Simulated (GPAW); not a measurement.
# How CsPbCl3 absorbs and reflects light

Aim: the dielectric function of CsPbCl3, and the optical constants that follow from it.

Calculated with GPAW 26.7.0; DFT, LDA, plane-wave PAW (GPAW data sets), scalar-relativistic, RPA, optical limit.

**1. Starting point**

The structure is cubic, space group Pm-3m (No. 221). The conventional cell has a = 5.605 Å, b = 5.605 Å, c = 5.605 Å, α = 90.00°, β = 90.00°, γ = 90.00°. Nearest to Pb lie 6 Cl at 2.80 Å. Nearest to Cs lie 12 Cl at 3.96 Å. Nearest to Cl lie 2 Pb at 2.80 Å and 4 Cs at 3.96 Å. Farther neighbours and most contacts between anions are not listed.

**2. Ground state**

The self-consistent density comes first; it also tells whether there is a gap, which decides the occupations and the need for a Drude term.

This step: DFT, LDA, plane-wave PAW (GPAW data sets), scalar-relativistic, ground state (GPAW 26.7.0).

gs.py reads:

```python
from ase import Atoms
from ase.dft.bandgap import bandgap
from gpaw import GPAW, PW, FermiDirac

atoms = Atoms(['Pb', 'Cs', 'Cl', 'Cl', 'Cl'],
              cell=[[5.605000000000, 0.000000000000, 0.000000000000],
                    [0.000000000000, 5.605000000000, 0.000000000000],
                    [0.000000000000, 0.000000000000, 5.605000000000]],
              scaled_positions=[[0.500000000000, 0.500000000000, 0.500000000000],
                                [0.000000000000, 0.000000000000, 0.000000000000],
                                [0.500000000000, 0.000000000000, 0.500000000000],
                                [0.000000000000, 0.500000000000, 0.500000000000],
                                [0.500000000000, 0.500000000000, 0.000000000000]],
              pbc=[True, True, True])
atoms.calc = GPAW(mode=PW(400), xc='LDA', kpts={'size': (4, 4, 4), 'gamma': True},
                  occupations=FermiDirac(0.05), maxiter=150, txt='gs.txt')
print('energy (eV)', atoms.get_potential_energy())
print('Fermi level (eV)', atoms.calc.get_fermi_level())
print('valence electrons', atoms.calc.get_number_of_electrons())
print('gap (eV)', bandgap(atoms.calc, output=None)[0])
print('direct gap (eV)', bandgap(atoms.calc, direct=True, output=None)[0])
atoms.calc.write('gs.gpw')
```

Command:

```bash
$ OMP_NUM_THREADS=1 python gs.py
```

Numbers of over 12 decimals in the logs are rounded to 6 here.

The program printed:

```text
__  _  _
 | _ |_)|_||  |
 |__||  | ||/\| - 26.7.0

Versions:
  Python: 3.12.14
  ASE:    3.29.0
  Numpy:  2.5.5
  Scipy:  1.18.1
  Libxc:  7.0.0

Input parameters:
  mode=PW(ecut=400.0),
  kpts=MonkhorstPack(size=(4, 4, 4), gamma=True),
  maxiter=150,
  occupations=Occupations(name='fermi-dirac', width=0.05, fixmagmom=False),
  xc=XC(name='LDA')

Diagonalizing LCAO Hamiltonian
Converting LCAO to pw mode
    .-------------.
   /|             |
  / |             |
 *  |             |
 |  |             |
 | Cl    Pb       |
 |  |   Cl        |
 |  .-------------.
 | /     Cl      /
 |/             /
 Cs------------*

Atoms  # Å, Bohr magnetons
|   | symbol |        x |        y |        z |    initial magnetic moments |
| 0 |     Pb | 2.802500 | 2.802500 | 2.802500 | ( 0.0000,  0.0000,  0.0000) |
| 1 |     Cs | 0.000000 | 0.000000 | 0.000000 | ( 0.0000,  0.0000,  0.0000) |
| 2 |     Cl | 2.802500 | 0.000000 | 2.802500 | ( 0.0000,  0.0000,  0.0000) |
| 3 |     Cl | 0.000000 | 2.802500 | 2.802500 | ( 0.0000,  0.0000,  0.0000) |
| 4 |     Cl | 2.802500 | 2.802500 | 0.000000 | ( 0.0000,  0.0000,  0.0000) |

Unit cell  # Å
| periodic |        x |        y |        z |  lengths |    angles |
|      yes | 5.605000 | 0.000000 | 0.000000 | 5.605000 | 90.000000 |
|      yes | 0.000000 | 5.605000 | 0.000000 | 5.605000 | 90.000000 |
|      yes | 0.000000 | 0.000000 | 5.605000 | 5.605000 | 90.000000 |

Number of symmetries: 48
Symmetry operations  # r_c * U_cc + t_c -> r_c
|    | kind |            matrix            |
|  0 |  E   |  1, 0, 0,  0, 1, 0,  0, 0, 1 |
|  1 |  σ   |  1, 0, 0,  0, 1, 0,  0, 0,-1 |
|  2 |  σ   |  1, 0, 0,  0, 0, 1,  0, 1, 0 |
|  3 |  C4  |  1, 0, 0,  0, 0, 1,  0,-1, 0 |
|  4 |  C4  |  1, 0, 0,  0, 0,-1,  0, 1, 0 |
|  5 |  σ   |  1, 0, 0,  0, 0,-1,  0,-1, 0 |
|  6 |  σ   |  1, 0, 0,  0,-1, 0,  0, 0, 1 |
|  7 |  C2  |  1, 0, 0,  0,-1, 0,  0, 0,-1 |
|  8 |  σ   |  0, 1, 0,  1, 0, 0,  0, 0, 1 |
|  9 |  C2  |  0, 1, 0,  1, 0, 0,  0, 0,-1 |
| 10 |  C3  |  0, 1, 0,  0, 0, 1,  1, 0, 0 |
| 11 |  S6  |  0, 1, 0,  0, 0, 1, -1, 0, 0 |
| 12 |  S6  |  0, 1, 0,  0, 0,-1,  1, 0, 0 |
| 13 |  C3  |  0, 1, 0,  0, 0,-1, -1, 0, 0 |
| 14 |  C4  |  0, 1, 0, -1, 0, 0,  0, 0, 1 |
| 15 |  S4  |  0, 1, 0, -1, 0, 0,  0, 0,-1 |
| 16 |  C3  |  0, 0, 1,  1, 0, 0,  0, 1, 0 |
| 17 |  S6  |  0, 0, 1,  1, 0, 0,  0,-1, 0 |
| 18 |  σ   |  0, 0, 1,  0, 1, 0,  1, 0, 0 |
| 19 |  C4  |  0, 0, 1,  0, 1, 0, -1, 0, 0 |
| 20 |  C2  |  0, 0, 1,  0,-1, 0,  1, 0, 0 |
| 21 |  S4  |  0, 0, 1,  0,-1, 0, -1, 0, 0 |
| 22 |  S6  |  0, 0, 1, -1, 0, 0,  0, 1, 0 |
| 23 |  C3  |  0, 0, 1, -1, 0, 0,  0,-1, 0 |
| 24 |  S6  |  0, 0,-1,  1, 0, 0,  0, 1, 0 |
| 25 |  C3  |  0, 0,-1,  1, 0, 0,  0,-1, 0 |
| 26 |  C4  |  0, 0,-1,  0, 1, 0,  1, 0, 0 |
| 27 |  σ   |  0, 0,-1,  0, 1, 0, -1, 0, 0 |
| 28 |  S4  |  0, 0,-1,  0,-1, 0,  1, 0, 0 |
| 29 |  C2  |  0, 0,-1,  0,-1, 0, -1, 0, 0 |
| 30 |  C3  |  0, 0,-1, -1, 0, 0,  0, 1, 0 |
| 31 |  S6  |  0, 0,-1, -1, 0, 0,  0,-1, 0 |
| 32 |  C4  |  0,-1, 0,  1, 0, 0,  0, 0, 1 |
| 33 |  S4  |  0,-1, 0,  1, 0, 0,  0, 0,-1 |
| 34 |  S6  |  0,-1, 0,  0, 0, 1,  1, 0, 0 |
| 35 |  C3  |  0,-1, 0,  0, 0, 1, -1, 0, 0 |
| 36 |  C3  |  0,-1, 0,  0, 0,-1,  1, 0, 0 |
| 37 |  S6  |  0,-1, 0,  0, 0,-1, -1, 0, 0 |
| 38 |  σ   |  0,-1, 0, -1, 0, 0,  0, 0, 1 |
| 39 |  C2  |  0,-1, 0, -1, 0, 0,  0, 0,-1 |
| 40 |  σ   | -1, 0, 0,  0, 1, 0,  0, 0, 1 |
| 41 |  C2  | -1, 0, 0,  0, 1, 0,  0, 0,-1 |
| 42 |  C2  | -1, 0, 0,  0, 0, 1,  0, 1, 0 |
| 43 |  S4  | -1, 0, 0,  0, 0, 1,  0,-1, 0 |
| 44 |  S4  | -1, 0, 0,  0, 0,-1,  0, 1, 0 |
| 45 |  C2  | -1, 0, 0,  0, 0,-1,  0,-1, 0 |
| 46 |  C2  | -1, 0, 0,  0,-1, 0,  0, 0, 1 |
| 47 |  i   | -1, 0, 0,  0,-1, 0,  0, 0,-1 |

BZ-sampling:
  Number of BZ points: 64
  Number of IBZ points: 10

  Monkhorst-Pack size: [4, 4, 4]
  Monkhorst-Pack shift: [0.125, 0.125, 0.125]

K-points  # in reciprocal-cell coordinates
|   |                                coordinates |     weight |
| 0 | (  0.00000000,   0.00000000,   0.00000000) | 0.01562500 |
| 1 | (  0.25000000,   0.00000000,   0.00000000) | 0.09375000 |
| 2 | (  0.25000000,   0.25000000,   0.00000000) | 0.18750000 |
| 3 | (  0.25000000,   0.25000000,   0.25000000) | 0.12500000 |
| 4 | (  0.50000000,   0.00000000,   0.00000000) | 0.04687500 |
| 5 | (  0.50000000,   0.25000000,   0.00000000) | 0.18750000 |
| 6 | (  0.50000000,   0.25000000,   0.25000000) | 0.18750000 |
| 7 | (  0.50000000,   0.50000000,   0.00000000) | 0.04687500 |
| 8 | (  0.50000000,   0.50000000,   0.25000000) | 0.09375000 |
| 9 | (  0.50000000,   0.50000000,   0.50000000) | 0.01562500 |

Plane wave coefficients: 3218
Cutoff: 400.0 eV

Spin-components: 1 (collinear spins)
Bands:           26
Projectors:      26
Spin-degeneracy: 2
Datatype:        complex128

Parallelization:
  kpt:    1
  domain: 1
  band:   1

Density:
  Valence electrons: 44.0
  Components: 1
  Grid points: [27 27 27]
  Charge: 0.0  # |e|

Potential:
  Grid points: [27 27 27]

species:
  Pb:
    name:    Lead
    id:
    Z:       82.0
    valence: 14
    core:    68
    charge:  0.0  # [|e|]
    compensation charges:
      type: gauss
      rc: 0.38  # [Å]
      lmax: 2
    cutoffs:
      filter: 2.36  # [Å]
      core: 2.43  # [Å]
    projectors
    | kind |    occ | energy [eV] | rcut [Å] |
    |   6s |  2.000 |     -12.249 |    1.259 |
    |   6p |  2.000 |      -3.713 |    1.275 |
    |   5d | 10.000 |     -21.326 |    1.217 |
    |    s |        |      14.962 |    1.259 |
    |    p |        |      23.498 |    1.275 |
    |    d |        |       5.885 |    1.217 |

    Using partial waves for Pb as LCAO basis

  Cs:
    name:    Caesium
    id:
    Z:       55.0
    valence: 9
    core:    46
    charge:  0.0  # [|e|]
    compensation charges:
      type: gauss
      rc: 0.33  # [Å]
      lmax: 2
    cutoffs:
      filter: 2.06  # [Å]
      core: 2.51  # [Å]
    projectors
    | kind |    occ | energy [eV] | rcut [Å] |
    |   5s |  2.000 |     -26.872 |    1.164 |
    |   6s |  1.000 |      -2.224 |    1.164 |
    |   5p |  6.000 |     -13.611 |    1.058 |
    |    p |        |      13.601 |    1.058 |
    |    d |        |       0.000 |    1.058 |

    Using partial waves for Cs as LCAO basis

  Cl:
    name:    Chlorine
    id:
    Z:       17.0
    valence: 7
    core:    10
    charge:  0.0  # [|e|]
    compensation charges:
      type: gauss
      rc: 0.25  # [Å]
      lmax: 2
    cutoffs:
      filter: 1.40  # [Å]
      core: 1.49  # [Å]
    projectors
    | kind |    occ | energy [eV] | rcut [Å] |
    |   3s |  2.000 |     -20.688 |    0.794 |
    |   3p |  5.000 |      -8.701 |    0.794 |
    |    s |        |       6.523 |    0.794 |
    |    p |        |      18.511 |    0.794 |
    |    d |        |       0.000 |    0.794 |

    Using partial waves for Cl as LCAO basis

Reference energy: -816162.587796  # eV

eigensolver:
  PPCG
  Converge bands: occupied
  niter=2

density mixing:
  MSR1-Mixer
  Pratt-step length: 0.05
  Maximum mixing coefficient: 0.75
  Old densities: 10
  SVD Regularization: 0.005
  Good broyden scale: 1.0
  Trust region scale: 1.0
  Backstep threshold: 4.0
  History deletion threshold: 6.0
  Fourier metric: weight=20.0, sigma=0.015

occupation numbers:
  Fermi-Dirac:
    width: 0.0500  # eV

poisson solver:
  ecut: 3200.0  # eV

xc functional:
  name: None

convergence criteria:
- Maximum [total energy] change in last 3 cyles: 0.0005 eV / valence electron
- Maximum integral of absolute [dens]ity change: 0.0001 electrons / valence electron
- Maximum integral of absolute [eigenst]ate change: 4e-08 eV^2 / valence electron
maximum number of iterations: 150

SCF iterations
|iter     |      energy | eigst |  dens |
|iter:   1||  -20.118506 | -0.11 |       |
|iter:   2||  -19.995199 | -1.82 | -1.27 |
|iter:   3||  -19.434142 | -1.43 | -1.31 |
|iter:   4||  -19.421838 | -3.00 | -1.86 |
|iter:   5||  -19.421742c| -4.42 | -2.31 |
|iter:   6||  -19.421792c| -5.24 | -3.01 |
|iter:   7||  -19.421793c| -6.44 | -3.66 |
|iter:   8||  -19.421793c| -7.49c| -4.18c|

Converged in 8 steps
SCF loop duration: 9.589 s (1.199 s/step)
Energy contributions relative to reference atoms: (reference = -816162.587796)

Energy contributions:
  Kinetic:          23.951355
  Coulomb:         -25.214233
  Zero:             -0.081965
  External:          0.000000
  Xc:              -18.076951
  Entropy:          -0.000000
  Spinorbit:         0.000000
  ----------------------------
  Free energy:     -19.421793
  Extrapolated:    -19.421793

dipole moment: (-52.552266, -52.552266, -52.552266)  # |e|*Ang

Fermi level: 3.556
Eigenvalues  # (at kpt = [0.000, 0.000, 0.000])
| band index |      eig [eV] | occ [0-2] |
|          0 |       -18.575 |     2.000 |
|        ... |               |           |
|         14 |        -1.986 |     2.000 |
|         15 |        -1.986 |     2.000 |
|         16 |         0.129 |     2.000 |
|         17 |         0.129 |     2.000 |
|         18 |         0.129 |     2.000 |
|         19 |         0.239 |     2.000 |
|         20 |         0.239 |     2.000 |
|         21 |         0.239 |     2.000 |
|         22 |         5.708 |     0.000 |
|         23 |         8.725 |     0.000 |
|         24 |         8.725 |     0.000 |
|         25 |         8.725 |     0.000 |

Gap: 1.679 eV
Transition (v -> c):
  (s=0, k=9, n=21, [0.50, 0.50, 0.50]) -> (s=0, k=9, n=22, [0.50, 0.50, 0.50])
No difference between direct/indirect transitions

--- standard output ---
energy (eV) -19.421793
Fermi level (eV) 3.555718
valence electrons 44.0
gap (eV) 1.679471
direct gap (eV) 1.679471
```

Elapsed: 11 s, on 1 thread of Arm Neoverse V2, shared host; peak memory 0.17 GiB.

Numbers from this step:

```
energy                 : -19.42 eV
Fermi energy           : 3.556 eV
gap on the k-mesh      : 1.679 eV
direct gap on the mesh : 1.679 eV
electrons              : 44
```

There is a gap, 1.68 eV on this mesh (points off the mesh can give less), so no carriers' term is needed.

**3. Bands for the response**

The response needs many more empty bands than the density does.

This step: DFT, LDA, plane-wave PAW (GPAW data sets), scalar-relativistic, bands at fixed density (GPAW 26.7.0).

nscf.py reads:

```python
from ase.dft.bandgap import bandgap
from gpaw import GPAW, FermiDirac

calc = GPAW('gs.gpw').fixed_density(kpts={'size': (6, 6, 6), 'gamma': True}, nbands=84, convergence={'bands': 78},
                                    occupations=FermiDirac(0.001), txt='nscf.txt')
print('gap (eV)', bandgap(calc, output=None)[0])
print('direct gap (eV)', bandgap(calc, direct=True, output=None)[0])
print('top band over the Fermi level (eV)', min(calc.get_eigenvalues(kpt=k)[77] for k in range(len(calc.get_ibz_k_points()))) - calc.get_fermi_level())
calc.write('full.gpw', mode='all')
```

Command:

```bash
$ OMP_NUM_THREADS=1 python nscf.py
```

The program printed:

```text
Diagonalizing LCAO Hamiltonian
Converting LCAO to pw mode
convergence criteria:
- Maximum integral of absolute [eigenst]ate change: 4e-08 eV^2 / valence electron
maximum number of iterations: 150

SCF iterations
|iter     |      energy | eigst |  dens |
|iter:   1||             | +3.48 |       |
|iter:   2||             | +2.34 |       |
|iter:   3||             | +1.48 |       |
|iter:   4||             | +0.62 |       |
|iter:   5||             | +0.05 |       |
|iter:   6||             | -0.52 |       |
|iter:   7||             | -0.98 |       |
|iter:   8||             | -1.49 |       |
|iter:   9||             | -1.95 |       |
|iter:  10||             | -2.45 |       |
|iter:  11||             | -2.87 |       |
|iter:  12||             | -3.32 |       |
|iter:  13||             | -3.68 |       |
|iter:  14||             | -4.11 |       |
|iter:  15||             | -4.44 |       |
|iter:  16||             | -4.84 |       |
|iter:  17||             | -5.15 |       |
|iter:  18||             | -5.47 |       |
|iter:  19||             | -5.80 |       |
|iter:  20||             | -6.08 |       |
|iter:  21||             | -6.41 |       |
|iter:  22||             | -6.73 |       |
|iter:  23||             | -7.01 |       |
|iter:  24||             | -7.32 |       |
|iter:  25||             | -7.63c|       |
SCF steps: 25
  __  _  _
 | _ |_)|_||  |
 |__||  | ||/\| - 26.7.0

Versions:
  Python: 3.12.14
  ASE:    3.29.0
  Numpy:  2.5.5
  Scipy:  1.18.1
  Libxc:  7.0.0

Input parameters:
  mode=PW(ecut=400.0),
  convergence={'bands': 78},
  gpts=array([27, 27, 27]),
  kpts=MonkhorstPack(size=(6, 6, 6), gamma=True),
  maxiter=150,
  nbands=84,
  occupations=Occupations(name='fermi-dirac', width=0.001, fixmagmom=False),
  parallel={},
  xc=XC(name='LDA')

--- standard output ---
gap (eV) 1.679471
direct gap (eV) 1.679471
top band over the Fermi level (eV) 20.975427
```

Wall time 2.9 min (1 thread); peak memory 0.28 GiB.

[end of part 1 of 2]

[Machine, clock and banner lines and Python warnings are left out of the logs.]

[Logs are printed without paths, hosts, clocks, repeated set-up lines and the standing remarks that a program may print on its own settings, such as how far it seeks lower states.]

[Hosts, paths, dates, database ids (printed as entryN), source tags and the programs' standing remarks are cut or masked in the printed files.]
